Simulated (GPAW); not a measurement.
**How the form of the self-energy moves the gap of YPO4 (I4_1/amd)**

Wanted: the gap of YPO4 (I4_1/amd) under several approximations, with cost.

Main program and level: GPAW 26.7.0; LDA and many-body steps on it, plane waves.

The database entry behind the starting cell differs from later determinations by our own check (impure mineral, about 0.2 % long), so it need not match the best structure at ambient conditions.

### 1. Starting point

Symmetry: I4_1/amd, No. 141, tetragonal system. Conventional cell: a = 6.895 Å, b = 6.895 Å, c = 6.028 Å, α = 90.00°, β = 90.00°, γ = 90.00°. Nearest to Y lie 8 O at 2.31 to 2.38 Å. P has 4 O at 1.54 Å nearest. Nearest to O lie 1 P at 1.54 Å and 2 Y at 2.31 to 2.38 Å. Farther neighbours and most contacts between anions are not listed.

As a file:

```cif
data_structure
_symmetry_space_group_name_H-M 'I4_1/amd:1'
_symmetry_Int_Tables_number 141
_cell_length_a 6.8947
_cell_length_b 6.8947
_cell_length_c 6.0276
_cell_angle_alpha 90.000
_cell_angle_beta 90.000
_cell_angle_gamma 90.000
_cell_volume 286.53
loop_
_atom_site_label
_atom_site_type_symbol
_atom_site_symmetry_multiplicity
_atom_site_Wyckoff_symbol
_atom_site_fract_x
_atom_site_fract_y
_atom_site_fract_z
_atom_site_occupancy
Y1 Y 4 a 0.00000 0.50000 0.25000 1
P1 P 4 b 0.00000 0.00000 0.50000 1
O1 O 16 h 0.50000 0.32530 0.84080 1
```

The cell and positions come from the Crystallography Open Database and are kept as given unless a step says otherwise.

### 2. Empty states on the mesh, 4×4×4 mesh, 492 bands

This step: GPAW 26.7.0; DFT, LDA, plane waves, PAW.

The sums over transitions need many empty states on a uniform mesh; this step solves for them.

File run.py:

```python
import json
import numpy as np
from gpaw.mpi import world
from gpaw import GPAW

calc = GPAW('gs.gpw').fixed_density(kpts={'size': (4, 4, 4), 'gamma': True},
    parallel={'domain': 1, 'band': 1},
    txt='nscf.txt')
calc.diagonalize_full_hamiltonian(nbands=492)
calc.write('full.gpw', mode='all')
res = {}
kpts = calc.get_ibz_k_points()
res['kpts'] = kpts
res['eigenvalues'] = [calc.get_eigenvalues(kpt=k) for k in range(len(kpts))]
res['n_electrons'] = calc.get_number_of_electrons()

if world.rank == 0:
    with open('result.json', 'w') as f:
        json.dump(res, f, default=lambda x: x.tolist())
```

Started as:

```sh
$ mpirun -n 4 gpaw python run.py
```

Output:

```text
Diagonalizing LCAO Hamiltonian
Converting LCAO to pw mode
convergence criteria:
- Maximum integral of absolute [eigenst]ate change: 4e-08 eV^2 / valence electron
maximum number of iterations: 100

SCF iterations
|iter     |     time |      energy | eigst |  dens |
|iter:   1|  |             | +0.54 |       |
|iter:   2|  |             | -0.60 |       |
|iter:   3|  |             | -1.41 |       |
[...]
|iter:  29|  |             | -7.27 |       |
|iter:  30|  |             | -7.35 |       |
|iter:  31|  |             | -7.41c|       |
SCF steps: 31
  __  _  _
 | _ |_)|_||  |
 |__||  | ||/\| - 26.7.0

Input parameters:
  mode=PW(ecut=600.0),
  convergence={'density': 1e-06, 'bands': -3},
  gpts=array([35, 35, 35]),
  kpts=MonkhorstPack(size=(4, 4, 4), gamma=True),
  maxiter=100,
  nbands=52,
  occupations=Occupations(name='fermi-dirac', width=0.001, fixmagmom=False),
  parallel={'domain': 1, 'band': 1},
  xc=XC(name='LDA')
Matrix size: 4793x4793
# Writing to full.gpw (mode='all')
  [... matrices ...]

timing:  # [seconds]
  Total: 244.025  # ━━━━━━━━━━━━━━━━━━━━━━━━━━━━━━━━━━━━━━━━━━━━━━━━━━━━━━━━━
```

It took 4.7 min on 4 MPI ranks of Intel Xeon Platinum 8488C (Sapphire Rapids), shared host; peak memory 8.7 GiB; 19 min of CPU time.

This step gave:

```yaml
gap: 5.826 eV
k_of_the_valence_top: 0, 0, 0
k_of_the_conduction_bottom: 0.25, -0.25, 0
least_direct_gap: 6.013 eV
k_points_computed: 13
lowest_point_of_the_top_converged_band_above_the_valence_top: 116.0326 eV
```

On this mesh the gap is 5.826 eV.

### 3. One-shot HSE06

This step: one-shot HSE06 levels on LDA orbitals, plane waves, PAW.

File run.py:

```python
import json
import numpy as np
from gpaw.mpi import world
from gpaw.hybrids.eigenvalues import non_self_consistent_eigenvalues

dft, vxc, vxc_hyb = non_self_consistent_eigenvalues('full.gpw', 'HSE06', 38, 42, kpt_indices=[0, 1])
res = {'dft': dft[0], 'hybrid': (dft - vxc + vxc_hyb)[0]}
if world.rank == 0:
    with open('hybrid.txt', 'w') as f:
        for k, e0, e1 in zip([0, 1], res['dft'], res['hybrid']):
            print(k, ' '.join(f'{x:9.4f}' for x in e0), '|', ' '.join(f'{x:9.4f}' for x in e1), file=f)

if world.rank == 0:
    with open('result.json', 'w') as f:
        json.dump(res, f, default=lambda x: x.tolist())
```

Started as:

```sh
$ mpirun -n 4 gpaw python run.py
```

Output:

```text
IBZ(<points: 13, symmetries: 8>)
Occupied bands: 40
Transforming wave functions from IBZ to BZ: 0.105 seconds
Distributing wave functions and iFFT-ing to real space: 1.214 seconds
Calculating eigenvalues:
  k-points: 2
  Bands: 38-41 (inclusive)
  Seconds: 8.619 (wave-function broadcasting: 0.020 seconds)
HSE06-eigenvalue shifts:
  min: -1.251 eV
  ave: -0.060 eV
  max: 1.199 eV
```

Elapsed: 14 s, on 4 MPI ranks; peak memory 3.1 GiB; 54 s of CPU time.

Numbers from this step:

* starting gap on the mesh: 5.826 eV
* hybrid gap on the mesh: 8.190 eV
* least direct hybrid gap on the computed points: 8.190 eV

### 4. GLLB-SC, self-consistent

This step: DFT, GLLB-SC with its derivative discontinuity, plane waves, PAW.

File run.py:

```python
import json
import numpy as np
from gpaw.mpi import world
from ase import Atoms
from gpaw import GPAW, PW, FermiDirac

atoms = Atoms(['Y', 'Y', 'P', 'P', 'O', 'O', 'O', 'O', 'O', 'O', 'O', 'O'],
    cell=[[-3.4473500000, 3.4473500000, 3.0138000000],
      [3.4473500000, -3.4473500000, 3.0138000000],
      [3.4473500000, 3.4473500000, -3.0138000000]],
    scaled_positions=[[0.7500000000, 0.2500000000, 0.5000000000],
      [0.0000000000, 0.0000000000, 0.0000000000],
      [0.5000000000, 0.5000000000, 0.0000000000],
      [0.2500000000, 0.7500000000, 0.5000000000],
      [0.1661000000, 0.3408000000, 0.8253000000],
      [0.0908000000, 0.7655000000, 0.6747000000],
      [0.5155000000, 0.3408000000, 0.1747000000],
      [0.0908000000, 0.4161000000, 0.3253000000],
      [0.5839000000, 0.9092000000, 0.6747000000],
      [0.6592000000, 0.8339000000, 0.1747000000],
      [0.2345000000, 0.9092000000, 0.3253000000],
      [0.6592000000, 0.4845000000, 0.8253000000]],
    pbc=(True, True, True))
calc = GPAW(mode=PW(600),
    xc='GLLBSC',
    kpts={'size': (4, 4, 4), 'gamma': True},
    occupations=FermiDirac(0.001),
    nbands=-12,
    convergence={'bands': -3},
    maxiter=120,
    txt='gllbsc.txt')
atoms.calc = calc
atoms.get_potential_energy()
homo, lumo = calc.get_homo_lumo()
response = calc.hamiltonian.xc.response
dxc_pot = response.calculate_discontinuity_potential(homo, lumo)
ks_gap, dxc = response.calculate_discontinuity(dxc_pot)
res = {'ks_gap': ks_gap, 'dxc': dxc}

if world.rank == 0:
    with open('result.json', 'w') as f:
        json.dump(res, f, default=lambda x: x.tolist())
```

Started as:

```sh
$ mpirun -n 4 gpaw python run.py
```

Output:

```text
[banner, memory and clock lines left out]
___ ___ ___ _ _ _
 |   |   |_  | | | |
 | | | | | . | | | |
 |__ |  _|___|_____|  26.7.0
 |___|_|

Input parameters:
  convergence: {bands: -3}
  kpts: {gamma: True,
         size: (4, 4, 4)}
  maxiter: 120
  mode: {ecut: 600.0,
         name: pw}
  nbands: -12
  occupations: {fixmagmom: False,
                name: fermi-dirac,
                width: 0.001}
  xc: GLLBSC

System changes: positions, numbers, cell, pbc, initial_charges, initial_magmoms

Initialize ...

species:
  Y:
    name:    Yttrium
    Z:       39.0
    valence: 11
    core:    28
    charge:  0.0  # [|e|]
    compensation charges:
      type: gauss
      rc: 0.40  # [Å]
      lmax: 2
    cutoffs:
      filter: 2.39  # [Å]
      core: 1.70  # [Å]
    projectors
    | kind |    occ | energy [eV] | rcut [Å] |
    |   4s |  2.000 |     -47.003 |    1.328 |
    |   5s |  2.000 |      -4.028 |    1.328 |
    |   4p |  6.000 |     -27.024 |    1.318 |
    |   5p |  0.000 |      -1.279 |    1.318 |
    |   4d |  1.000 |      -2.018 |    1.286 |
    |    d |        |      25.193 |    1.286 |

    Using partial waves for Y as LCAO basis

  P:
    name:    Phosphorus
    Z:       15.0
    valence: 5
    core:    10
    charge:  0.0  # [|e|]
    compensation charges:
      type: gauss
      rc: 0.30  # [Å]
      lmax: 2
    cutoffs:
      filter: 1.69  # [Å]
      core: 1.81  # [Å]
    projectors
    | kind |    occ | energy [eV] | rcut [Å] |
    |   3s |  2.000 |     -16.108 |    0.953 |
    |   3p |  3.000 |      -7.835 |    0.953 |
    |    s |        |      11.103 |    0.953 |
    |    p |        |      19.376 |    0.953 |
    |    d |        |       0.000 |    0.953 |

    Using partial waves for P as LCAO basis

  O:
    name:    Oxygen
    Z:       8.0
    valence: 6
    core:    2
    charge:  0.0  # [|e|]
    compensation charges:
      type: gauss
      rc: 0.21  # [Å]
      lmax: 2
    cutoffs:
      filter: 1.17  # [Å]
      core: 0.83  # [Å]
    projectors
    | kind |    occ | energy [eV] | rcut [Å] |
    |   2s |  2.000 |     -28.986 |    0.688 |
    |   2p |  4.000 |     -13.358 |    0.598 |
    |    s |        |      -1.774 |    0.688 |
    |    p |        |      13.853 |    0.598 |
    |    d |        |       0.000 |    0.619 |

    Using partial waves for O as LCAO basis

Reference energy: -218915.958397  # eV

Spin-paired calculation

Convergence criteria:
 Maximum [total energy] change in last 3 cyles: 0.0005 eV / valence electron
 Maximum integral of absolute [dens]ity change: 0.0001 electrons / valence electron
 Maximum integral of absolute [eigenst]ate change: 4e-08 eV^2 / valence electron
 Maximum number of scf [iter]ations: 120
 (Square brackets indicate name in SCF output, whereas a 'c' in
 the SCF output indicates the quantity has converged.)
  [... matrices ...]
Symmetries present (total): 8

  [... matrices ...]
64 k-points: 4 x 4 x 4 Monkhorst-Pack grid + [1/8,1/8,1/8]
13 k-points in the irreducible part of the Brillouin zone
       k-points in crystal coordinates                weights
   0:     0.00000000    0.00000000    0.00000000          1/64
   1:     0.25000000   -0.25000000    0.00000000          4/64
   2:     0.25000000   -0.25000000    0.25000000          4/64
   3:     0.25000000    0.00000000    0.00000000          8/64
   4:     0.25000000    0.25000000   -0.25000000          2/64
   5:     0.25000000    0.25000000    0.25000000          2/64
   6:     0.50000000    0.00000000    0.25000000          8/64
   7:     0.50000000    0.00000000    0.50000000          4/64
   8:     0.50000000    0.25000000    0.25000000         16/64
   9:     0.50000000    0.25000000    0.50000000          8/64
          ...
  12:     0.50000000    0.50000000    0.50000000          1/64

Wave functions: Plane wave expansion
  Cutoff energy: 600.000 eV
  Number of coefficients (min, max): 4696, 4800
  Pulay-stress correction: 0.000000 eV/Ang^3 (de/decut=0.000000)
  Using FFTW library
  Wavefunction extrapolation:
    Improved wavefunction reuse through dual PAW basis

Occupation numbers: Fermi-Dirac:
  width: 0.0010  # eV

Eigensolver
   Davidson(niter=2)

Densities:
  Coarse grid: 35*35*35 grid
  Fine grid: 70*70*70 grid
  Total Charge: 0.000000

Density mixing:
  Method: separate
  Backend: msr1
  Linear mixing parameter: 0.05
  old densities: 10
  Width of damping distribution: 1.1
  Damping of long wavelength oscillations: 20

Hamiltonian:
  XC and Coulomb potentials evaluated on a 70*70*70 grid
  Using the GLLBSC Exchange-Correlation functional
  External potential:
    NoExternalPotential

XC parameters: GLLBSC functional being used consists of
  | Weight | Module     | Description                                   |
  |  1.000 | SCREENING  | GGA_X_PBE_SOL with 2 nearest neighbor stencil |
  |  1.000 | RESPONSE   | eps=0.0500 eV                                 |
  |  1.000 | XC         | GGA_C_PBE_SOL with 2 nearest neighbor stencil |

Memory estimate:

Total number of cores used: 4
Parallelization over k-points: 4

Number of atoms: 12
Number of atomic orbitals: 66
Number of bands in calculation: 52
Number of valence electrons: 80
Bands to converge: 49

... initialized

Initializing position-dependent things.

Density initialized from atomic densities
Creating initial wave functions:
  52 bands from LCAO basis set

           O
        P Y    O O
               O
                P
             O   O O
        Y

Atomic positions and initial magnetic moments

Positions:
   0 Y      0.000000    3.447350    1.506900    ( 0.0000,  0.0000,  0.0000)
   1 Y      0.000000    0.000000    0.000000    ( 0.0000,  0.0000,  0.0000)
   2 P      0.000000    0.000000    3.013800    ( 0.0000,  0.0000,  0.0000)
   3 P      3.447350    0.000000    1.506900    ( 0.0000,  0.0000,  0.0000)
   4 O      3.447350    2.242846   -0.959594    ( 0.0000,  0.0000,  0.0000)
   5 O      4.651854    0.000000    0.547306    ( 0.0000,  0.0000,  0.0000)
[...]
9 O      1.204504    0.000000    3.973394    ( 0.0000,  0.0000,  0.0000)
  10 O      3.447350   -1.204504    2.466494    ( 0.0000,  0.0000,  0.0000)
  11 O      2.242846    3.447350    0.959594    ( 0.0000,  0.0000,  0.0000)
  [... matrices ...]
Unit cell:
           periodic     x           y           z      points  spacing
  1. axis:    yes   -3.447350    3.447350    3.013800    35     0.1297
  2. axis:    yes    3.447350   -3.447350    3.013800    35     0.1297
  3. axis:    yes    3.447350    3.447350   -3.013800    35     0.1393

  Lengths:   5.731617   5.731617   5.731617
  Angles:  106.050642 106.050642 116.553051

Effective grid spacing dv^(1/3) = 0.1495

iter:   1   -128.307925   +0.66
iter:   2   -126.757857   +0.01  -0.81
iter:   3   -115.484815   +0.80  -0.83
iter:   4   -102.285106   +0.18  -0.79
iter:   5   -102.611750   -0.35  -1.38
iter:   6   -100.373099   -0.66  -1.62
iter:   7    -99.748117   -1.08  -2.17
iter:   8   -100.063936   -1.24  -2.15
iter:   9   -100.183579   -1.63  -2.75
iter:  10   -100.171894   -1.99  -3.51
iter:  11   -100.166615c  -2.08  -3.76
iter:  12   -100.156736c  -2.20  -3.95
iter:  13   -100.158313c  -2.57  -4.72c
iter:  14   -100.158757c  -2.24  -5.27c
iter:  15   -100.158762c  -2.73  -5.89c
iter:  16   -100.158640c  -2.38  -5.90c
iter:  17   -100.158651c  -3.26  -6.51c
iter:  18   -100.158669c  -3.16  -6.62c
[...]
iter:  42   -100.158666c  -7.03  -12.88c
iter:  43   -100.158666c  -7.07  -13.54c
iter:  44   -100.158666c  -7.20  -13.46c
iter:  45   -100.158666c  -7.52c -13.42c

Converged after 45 iterations.

Dipole moment: (8.703763, -8.703763, 0.000000) |e|*Ang

Energy contributions relative to reference atoms: (reference = -218915.958397)
  [... matrices ...]
Kinetic:       +133.941430
Potential:     -122.183150
External:        +0.000000
XC:            -112.064199
Entropy (-ST):   -0.000000
Local:           +0.147252
SIC:             +0.000000
Free energy:   -100.158666
Extrapolated:  -100.158666

GLLBSC response reference energy: 1.63250 eV (from HOMO)
  [... matrices ...]
Showing only first 2 kpts
 Kpt  Band  Eigenvalues  Occupancy
  0    38      1.26098    2.00000
  0    39      1.63250    2.00000
  0    40      9.08919    0.00000
  0    41      9.74136    0.00000

  1    38      1.20763    2.00000
  1    39      1.48117    2.00000
  1    40      9.54831    0.00000
  1    41      9.73283    0.00000

Fermi level: 3.95989

Gap: 7.457 eV
Transition (v -> c):
  (s=0, k=0, n=39, [0.00, 0.00, 0.00]) -> (s=0, k=0, n=40, [0.00, 0.00, 0.00])
No difference between direct/indirect transitions
```

Elapsed: 79 s, on 4 MPI ranks; peak memory 1.3 GiB; 5.3 min of CPU time.

Numbers from this step:

| Item | Value |
| --- | --- |
| starting gap on the mesh | 7.457 eV |
| derivative discontinuity | 2.643 eV |
| quasiparticle gap on the mesh | 10.10 eV |

[end of part 1 of 2]

[Paths, hosts, dates, memory and timing lines, banners, echoed tables and standing remarks are left out of the program output.]

[Logs are printed without paths, hosts, clocks, repeated set-up lines and the standing remarks that a program may print on its own settings, such as how far it seeks lower states.]

[Runs of the session that timed out or met a known fault of the program may be left out.]

[Hosts, paths, dates, database ids (printed as entryN), source tags and the programs' standing remarks are cut or masked in the printed files.]
